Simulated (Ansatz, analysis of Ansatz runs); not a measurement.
# Migration in GeSe2O6 (P2_1/c): H transfer from O to O, charge +1, part 2 of 4

How high is the barrier when H changes place in GeSe2O6 (P2_1/c)? The case: H transfer from O to O, charge +1, in a cell of 36 host atoms with 1 H put in.

Ansatz 0.2.0; plane-wave PAW DFT, PBEsol; nudged elastic band between two relaxed defect structures at fixed charge in a uniform background.

So far: The structure; Relaxation of the start point, charge +1.

### Step 2. Relaxation of the start point, charge +1 (continued)

Level of this step: plane-wave PAW DFT, PBEsol; relaxation of all atoms of a defect supercell at fixed charge in a uniform background (Ansatz).

Step by step (22 of 26):

```
step  energy less that of the first step (eV)  largest force component (eV/Å)
   1                                   0.0000                         16.4055
   2                                  -3.9029                          7.8695
   3                                  -5.9108                          3.0442
   5                                  -6.8205                          2.0060
   6                                  -7.0660                          1.3492
   7                                  -7.2632                          0.7390
   8                                  -7.3396                          0.6067
   9                                  -7.3248                          1.3548
  11                                  -7.3753                          1.0096
  12                                  -7.3853                          0.0783
  13                                  -7.3927                          0.1495
  14                                  -7.4040                          0.2658
  15                                  -7.4195                          0.4413
  16                                  -7.4314                          0.3282
  18                                  -7.4532                          0.7859
  19                                  -7.4734                          0.2674
  20                                  -7.4685                          0.2488
  21                                  -7.4797                          0.0289
  22                                  -7.4834                          0.0655
  24                                  -7.4872                          0.0654
  25                                  -7.4875                          0.0510
  26                                  -7.4876                          0.0113
```

Relaxation steps 9, 11, 20 were tried and not accepted.

The atoms that moved most (Å, from the sites as typed, ahead of the random displacement, the mean shift of all atoms taken out):

```
atom      dx      dy      dz  length
 H37  -1.174   0.264   0.569   1.331
 Se7   0.272   0.036   0.121   0.300
 O32   0.032   0.026   0.251   0.255
 O22   0.136  -0.109   0.079   0.191
 O24   0.179   0.033   0.056   0.190
 O36   0.029   0.029  -0.148   0.154
 Ge4  -0.039   0.097  -0.053   0.117
 O26  -0.058   0.064  -0.059   0.105
```

The relaxed structure:

```xyz
37
Lattice="5.0772 6.7873 -0.0041 -5.0772 6.7873 0.0041 -4.9501 0.0000 7.3244" Properties=species:S:1:pos:R:3 pbc="T T T"
Ge    0.0365   -0.0380    0.0445
Ge    0.0113    6.7934   -0.0480
Ge   -2.4179    3.4068    3.5962
Ge   -2.5141   10.2806    3.6154
Se   -2.5474    7.9007    1.4767
Se    2.5078    7.9478    1.4003
Se   -4.7928    2.2434    5.2458
Se   -5.0657    9.0362    5.0922
Se   -7.4321    5.6424    5.8839
Se   -2.3339    5.5899    5.8512
Se    0.1123    4.5817    2.1181
Se    0.1188   11.3093    2.1954
O    -1.5500    7.8639    0.0444
O     3.5648    7.8661   -0.0120
O    -4.0119    2.2932    3.7416
O    -3.9576    9.0954    3.7323
O    -8.4450    5.6739    7.3077
O    -3.3835    5.6904    7.2335
O    -0.8847    4.4823    3.5443
O    -0.8976   11.2074    3.6194
O    -2.2309    2.8046    1.8225
O    -2.1108    9.5153    1.9499
O    -4.6743    7.4023    5.5080
O     0.5337    7.3832    5.5857
O    -2.6656    3.9448    5.4105
O    -2.7614   10.8082    5.4060
O    -5.3554    6.1593    1.8023
O    -0.2454    6.2211    1.7373
O    -4.0522    8.2555    0.7082
O     1.0377    8.2763    0.5836
O    -6.5121    8.6895    4.2252
O    -1.4214    8.7134    4.5236
O    -5.9331    5.2871    6.6470
O    -0.8392    5.2903    6.6482
O    -3.4792    4.8629    3.0158
O     1.6091    4.9227    2.9120
H    -1.9259    8.4545    5.3390
```

Neighbours of H37 at the end:

```
atom  distance (Å)
 O32         0.993
 O14         2.129
 Se7         2.286
 O26         2.498
 Ge4         2.579
 O16         2.668
 O24         2.694
Se10         2.938
 O23         2.948
```

Read from the output:

```
free energy                                                                                       : -73869.1948 eV
largest move from the ideal geometry of this structure, a common shift of the far atoms taken out : 1.364 Å
```

The relaxation gained 7.488 eV and ended with a largest force component of 0.011 eV/Å.

### Step 3. Relaxation of the end point, charge +1

The end point is relaxed in the same cell and settings, so that the two energies compare.

The input, qp1.end/input.yaml:

```yaml
crystal:
  lattice:
    - [5.07717925, 6.78733022, -0.00408761]
    - [-5.07717925, 6.78733022, 0.00408761]
    - [-4.9500808, 0.0, 7.32442304]
  atoms:
    - { symbol: Ge, position: [0.0, 0.0, 0.0] }
    - { symbol: Ge, position: [0.5, 0.5, 0.0] }
[... 1 atom line left out ...]
    - { symbol: Ge, position: [0.75, 0.75, 0.5] }
[... 2 atom lines left out ...]
    - { symbol: Se, position: [0.00415273, 0.32057806, 0.6986224] }
[... 2 atom lines left out ...]
    - { symbol: Se, position: [0.57057806, 0.25415273, 0.8013776] }
[... 3 atom lines left out ...]
    - { symbol: O, position: [0.93515533, 0.22813619, 0.00948972] }
    - { symbol: O, position: [0.02186381, 0.31484467, 0.50948972] }
[... 8 atom lines left out ...]
    - { symbol: O, position: [0.94408054, 0.13844331, 0.75454751] }
[... 1 atom line left out ...]
    - { symbol: O, position: [0.88844331, 0.69408054, 0.74545249] }
[... 2 atom lines left out ...]
    - { symbol: O, position: [0.25120127, 0.96935603, 0.0826288] }
[... 2 atom lines left out ...]
    - { symbol: O, position: [0.78064397, 0.49879873, 0.5826288] }
[... 1 atom line left out ...]
    - { symbol: O, position: [0.74879873, 0.03064397, 0.9173712] }
[... 2 atom lines left out ...]
    - { symbol: H, position: [0.882073, 0.28019, 0.689153] }
total_charge: 1
basis:
  ecutwfc: 420
  xc_grid: 2
hamiltonian:
  xc: pbesol
kpoints:
  mp_grid: { grid: [1, 1, 1] }
scf:
  occupations: { method: fixed }
  max_iter: 100
output:
  forces: true
relax:
  f_tol: 0.02
  max_steps: 70
  random_displacement: { amplitude: 0.03, seed: 9899 }
```

Run with:

```console
$ ansatz run input.yaml --threads 4 --pin off --max-ram 7536MiB --backend cpu --events-out ev --progress --plain --runs-dir out
```

Numbers of over 12 decimals in the logs are rounded to 6 here.

What it wrote:

```text
[...]
Crystal: 37 atoms, lattice volume = 504.532 Å³
Basis set: ecut = 420 eV, 9837 PW (Γ), exchange–correlation on 120×120×120 points (8 copies of the dense FFT grid, shifted against one another)
Bands: 201, of which v1, the nominal top of the filled ones, is band 164 counted from 1 (163 counted from 0)
Symmetry: 1 space group operations
k-points: 1
[...]
SCF iter   1: F=—  HF=-73862.365906 eV  |F-HF|=—  |Δ(HF+E_count)|=         —  Δρ=1.58e-2  dr2=1.48e0  ethr=1.77e-3  ⟨swp⟩=4.0  Hψ=632  notcnv=0  defer=35
[...]
SCF iter   8: F=-73861.858120 eV  HF=-73861.858119 eV  |F-HF|=5.46e-7  |Δ(HF+E_count)|=   1.88e-5  Δρ=3.86e-5  dr2=7.60e-6  ethr=3.05e-9  ⟨swp⟩=4.0  Hψ=628  notcnv=0
SCF 1 converged in 8 iterations: F = -73861.858120 eV  dr2 = 7.60e-6
[...]
- { symbol: Se, position: [0.012391, 0.346963, 0.684993] }
    - { symbol: Se, position: [0.508442, 0.823991, 0.704372] }
    - { symbol: Se, position: [0.075997, 0.751018, 0.810539] }
    - { symbol: Se, position: [0.567887, 0.268213, 0.800464] }
    - { symbol: Se, position: [0.500455, 0.180238, 0.301807] }
    - { symbol: Se, position: [0.993352, 0.673460, 0.303236] }
    - { symbol: O, position: [0.431925, 0.731291, 0.012045] }
    - { symbol: O, position: [0.931473, 0.229730, 0.006176] }
    - { symbol: O, position: [0.022820, 0.327029, 0.501738] }
    - { symbol: O, position: [0.523164, 0.820708, 0.512683] }
    - { symbol: O, position: [0.065754, 0.771533, 0.998270] }
    - { symbol: O, position: [0.571655, 0.273158, 0.996033] }
    - { symbol: O, position: [0.486460, 0.183651, 0.493437] }
    - { symbol: O, position: [0.981034, 0.666374, 0.501425] }
[...]
- { symbol: O, position: [0.253842, 0.528653, 0.924072] }
    - { symbol: O, position: [0.746079, 0.044760, 0.897818] }
    - { symbol: O, position: [0.219605, 0.504943, 0.410732] }
    - { symbol: O, position: [0.725987, 0.002129, 0.419300] }
    - { symbol: H, position: [0.833551, 0.179938, 0.656298] }
[key lines of the parts left out:]
SCF converged after 6 iterations
Free energy (F): -73869.109320 eV
Fermi energy:    4.597855 eV
```

Run time: 30 s. Hardware: 4 threads of Arm Neoverse V1, shared host; peak memory 0.66 GiB; 1.8 min of CPU time.

Relaxation path:

```
step  energy less that of the first step (eV)  largest force component (eV/Å)
   1                                   0.0000                         23.3268
   2                                  -3.9796                          9.7281
   3                                  -6.1017                          3.7473
   4                                  -6.7380                          1.1284
   5                                  -6.9388                          1.0166
   6                                  -6.9953                          2.7719
   7                                  -7.1445                          1.0718
   8                                  -7.2136                          0.3816
   9                                  -7.2183                          0.7021
  10                                  -7.2416                          0.2136
  11                                  -7.2497                          0.1076
  12                                  -7.2508                          0.0632
  13                                  -7.2509                          0.0299
  14                                  -7.2512                          0.0096
```

The atoms that moved most (Å, from the sites as typed, ahead of the random displacement, the mean shift of all atoms taken out):

```
atom      dx      dy      dz  length
 H37   0.425  -1.013  -0.247   1.126
 Se7  -0.024   0.232  -0.106   0.256
 O34   0.011   0.074  -0.149   0.167
 O27  -0.122  -0.085   0.029   0.152
 O20   0.056  -0.111   0.074   0.145
 O24   0.086   0.110  -0.016   0.141
Se10  -0.080   0.074  -0.013   0.110
 O15  -0.018   0.086  -0.063   0.108
```

Neighbours of H37 at the end:

```
atom  distance (Å)
 O24         0.990
 Se7         2.358
 O32         2.428
 O34         2.514
 Ge1         2.616
 O15         2.730
 O19         2.793
Se10         2.978
 O36         3.018
```

Numbers from this step:

| Quantity | Value |
| --- | --- |
| free energy | -73869.1093 eV |
| largest move from the ideal geometry of this structure, a common shift of the far atoms taken out | 1.152 Å |

The relaxation gained 7.251 eV and ended with a largest force component of 0.0096 eV/Å. The end lies 0.085 eV above the start.

(Continued in part 3 of 4.)

[Logs are printed without paths, hosts, clocks, repeated set-up lines and the standing remarks that a program may print on its own settings, such as how far it seeks lower states.]

[Hosts, paths, dates, database ids (printed as entryN), source tags and the programs' standing remarks are cut or masked in the printed files.]
